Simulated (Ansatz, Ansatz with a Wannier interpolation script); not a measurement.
# G0W0 band structure of In2O3 (R-3c), part 2 of 2

Wanted: quasiparticle gap and band widths of In2O3 (R-3c) over the whole zone.

Ansatz 0.2.0; LDA, Wannier functions and G0W0, plane waves, PAW. Known limits of the many-body steps: not at the basis limit; no spin-orbit coupling.

So far. Step 3 (Wannier functions (In:5s In:5p O:2p) on 8×8×8): Near the gap the model misses directly solved bands by 0.3 meV r.m.s. and by 3 meV at most in the window tested. This tests the starting bands, not the corrections carried with them. Step 4 (G0W0 at every point of the mesh: 4×4×4 mesh, 526 empty …): The gap on the mesh goes from 1.18 eV to 2.42 eV, a correction of +1.24 eV.

**5. Interpolating the corrections (continued)**

The density of states has structure finer than the step of the table below, so its rows give means over 0.5 eV, whole bins alone (the curve runs from -7 to 5.4 eV). Peaks (eV: height): G0W0 -5.10: 5.52, -3.20: 7.57, -0.20: 15.8; LDA -5.00: 5.20, -0.20: 16.3.

Wannier model on a dense mesh, Gaussian width 0.15 eV. Limits: finite bands, cutoff and mesh; no spin-orbit coupling. Table of density of states by energy, zero at the valence-band top of each set; means over each step; values in states/eV/cell:

```csv
energy (eV),G0W0,LDA
-6.5,0,0
-6.0,0.132,0.106
-5.5,2.54,2.20
-5.0,5.36,5.01
-4.5,4.11,4.34
-4.0,2.68,2.60
-3.5,4.63,3.89
-3.0,6.24,6.52
-2.5,5.47,5.73
-2.0,6.62,6.65
-1.5,6.97,6.84
-1.0,8.71,9.02
-0.5,11.3,11.5
0.0,7.23,7.62
0.5,0.0143,0.0153
1.0,0,0.00309
1.5,0,0.0431
2.0,2.1e-4,0.109
2.5,0.0218,0.195
3.0,0.0758,0.312
3.5,0.135,0.468
4.0,0.211,0.680
4.5,0.308,0.991
5.0,0.441,1.59
```

Corrections by starting level (eV, on the run's own energy scale, so only their differences matter):

```csv
start,correction
-5.78,−0.56
-5.11,−0.55
-4.38,−0.55
-3.67,−0.58
-3.12,−0.61
-2.78,−0.58
-2.32,−0.61
-1.95,−0.59
-1.44,−0.60
-1.11,−0.57
-0.83,−0.58
-0.56,−0.48
-0.37,−0.58
-0.19,−0.52
-0.06,−0.52
-0.01,−0.51
4.87,+1.05
```

**6. LDA+SOC bands, for comparison**

Spin-orbit coupling can split or shift the edges; a non-collinear run measures by how much.

This step: DFT, LDA with spin-orbit coupling, plane waves, PAW.

File input.yaml:

```yaml
crystal:
  lattice:
    - [2.7435, 1.5839604635, 4.8366666667]
    - [-2.7435, 1.5839604635, 4.8366666667]
    - [0.0, -3.167920927, 4.8366666667]
  atoms:
    - { symbol: In, position: [0.35731, 0.35731, 0.35731] }
    - { symbol: In, position: [0.14269, 0.14269, 0.14269] }
    - { symbol: In, position: [0.64269, 0.64269, 0.64269] }
    - { symbol: In, position: [0.85731, 0.85731, 0.85731] }
    - { symbol: O, position: [0.548, 0.952, 0.25] }
    - { symbol: O, position: [0.25, 0.548, 0.952] }
    - { symbol: O, position: [0.952, 0.25, 0.548] }
    - { symbol: O, position: [0.452, 0.048, 0.75] }
    - { symbol: O, position: [0.75, 0.452, 0.048] }
    - { symbol: O, position: [0.048, 0.75, 0.452] }
kpoints:
  mp_grid: { grid: [4, 4, 4] }
  band_path:
    path:
      - [[0.0, 0.0, 0.0], [0.5, 0.5, 0.5], [0.76183349, 0.23816651, 0.5]]
      - [[0.5, -0.23816651, 0.23816651], [0.5, 0.0, 0.0], [0.0, 0.0, 0.0], [0.36908326, -0.36908326, 0.0]]
      - [[0.63091674, 0.0, 0.36908326], [0.5, 0.0, 0.5], [0.0, 0.0, 0.0]]
    npoints: 10
hamiltonian:
  xc: lda
scf:
  occupations: { method: fermi_dirac, width: 0.02 }
  n_extra_bands: 14
magnetization:
  noncollinear: true
  spin_orbit: true
output:
  eigenvalues: true
```

Run with:

```bash
$ ansatz run input.yaml --threads 3 --pin off --max-ram 92160MiB --backend cuda --events-out ev --progress --plain --runs-dir out --devices 1 --max-vram 13GiB
```

The job ended after 13 s (1 × NVIDIA H100 80GB HBM3 (shared by 6 runs) with 3 threads of AMD EPYC 7R13 (Zen 3), shared host; peak memory 1.6 GiB).

Numbers from this step:

| Item | Value |
| --- | --- |
| filled bands | 88 |
| gap | 1.178 eV |
| valence top at | k = (0.300, 0.000, 0.000) |
| conduction bottom at | Γ |
| least direct gap | 1.215 eV |

The gap is that of LDA.

The electronic bands at the labelled points (eV, zero at the top of the highest nominally filled band):

```csv
point,band 85,band 86,band 87,band 88,band 89,band 90,band 91,band 92
Γ,-0.06,-0.06,-0.04,-0.04,1.18,1.18,5.40,5.40
halfway,-0.08,-0.08,-0.07,-0.07,2.57,2.57,5.25,5.25
T,-0.20,-0.20,-0.20,-0.20,4.31,4.31,4.31,4.31
halfway,-0.22,-0.22,-0.22,-0.22,4.83,4.83,4.83,4.83
H2,-0.16,-0.16,-0.16,-0.16,5.45,5.45,5.46,5.46
jump to H0,-0.16,-0.16,-0.16,-0.16,5.45,5.45,5.46,5.46
halfway,-0.11,-0.11,-0.11,-0.11,4.99,4.99,5.00,5.00
L,-0.07,-0.07,-0.07,-0.07,4.86,4.86,4.86,4.86
halfway,-0.18,-0.18,-0.01,-0.01,2.77,2.77,5.82,5.82
Γ,-0.06,-0.06,-0.04,-0.04,1.18,1.18,5.40,5.40
halfway,-0.14,-0.14,0.00,0.00,3.22,3.22,5.63,5.63
S0,-0.22,-0.22,-0.07,-0.07,5.17,5.17,5.39,5.39
jump to S2,-0.22,-0.22,-0.07,-0.07,5.17,5.17,5.39,5.39
halfway,-0.14,-0.14,-0.05,-0.05,5.11,5.11,5.39,5.39
F,-0.09,-0.09,-0.04,-0.04,5.08,5.08,5.39,5.39
halfway,-0.26,-0.26,-0.07,-0.07,3.08,3.08,5.89,5.89
Γ,-0.06,-0.06,-0.04,-0.04,1.18,1.18,5.40,5.40
```

**7. Outcome**

```
LDA gap                             : 1.17 eV
G0W0 gap over the zone              : 2.41 eV, indirect
least direct G0W0 gap, in the model : 2.46 eV
with the spin-orbit change          : 2.41 eV
GW settings                         : 4×4×4 mesh, 526 empty bands, screening to 150 eV
known limits                        : not at the basis limit; no spin-orbit coupling
```

**Reading.** The Wannier model follows the LDA bands to under 1 meV r.m.s. near the gap. The G0W0 gap over the zone is 2.41 eV, indirect, from k = (0.034, 0.317, 0.029) to Γ; on the mesh alone it is 2.42 eV, and a rigid shift of the LDA bands would give 2.41 eV. The valence width in the model goes from 5.80 eV to 5.84 eV. LDA+SOC gives a gap of 1.18 eV on the same path, a spin-orbit change of +0.003 eV that would bring the G0W0 gap to 2.41 eV. Against experiment, by G0W0@LDA with the spin-orbit change: the gap of 2.41 eV lies −0.67 eV from the measured 3.08 eV (optical, 2024). An exciton line or allowed optical edge lies below the quasiparticle gap by the binding energy; a forbidden edge can push the onset above it. The calculation has static nuclei and no excitons; a measured gap holds zero-point and thermal motion, which mostly lowers it. Against the values above the computed gap that would widen the miss. An edge that is forbidden or weak in absorption could explain it, and so could too strong a screening: the start's gap is only 1.18 eV, and one shot does not repair that. Bands and cutoff are finite, so the gap is not at the basis limit. The miss can reach some tenths of an eV and take either sign; the mesh is an error of its own. Beside the filled d shell of In, one-shot G0W0 from a semilocal start often leaves the gap short. Above the frozen window of the model the interpolated levels need not meet the computed ones, even at points of the mesh.

[Paths, hosts, dates, memory and timing lines, banners, echoed tables and standing remarks are left out of the program output.]

[Logs are printed without paths, hosts, clocks, repeated set-up lines and the standing remarks that a program may print on its own settings, such as how far it seeks lower states.]

[Runs of the session that timed out or met a known fault of the program may be left out.]

[Hosts, paths, dates, database ids (printed as entryN), source tags and the programs' standing remarks are cut or masked in the printed files.]
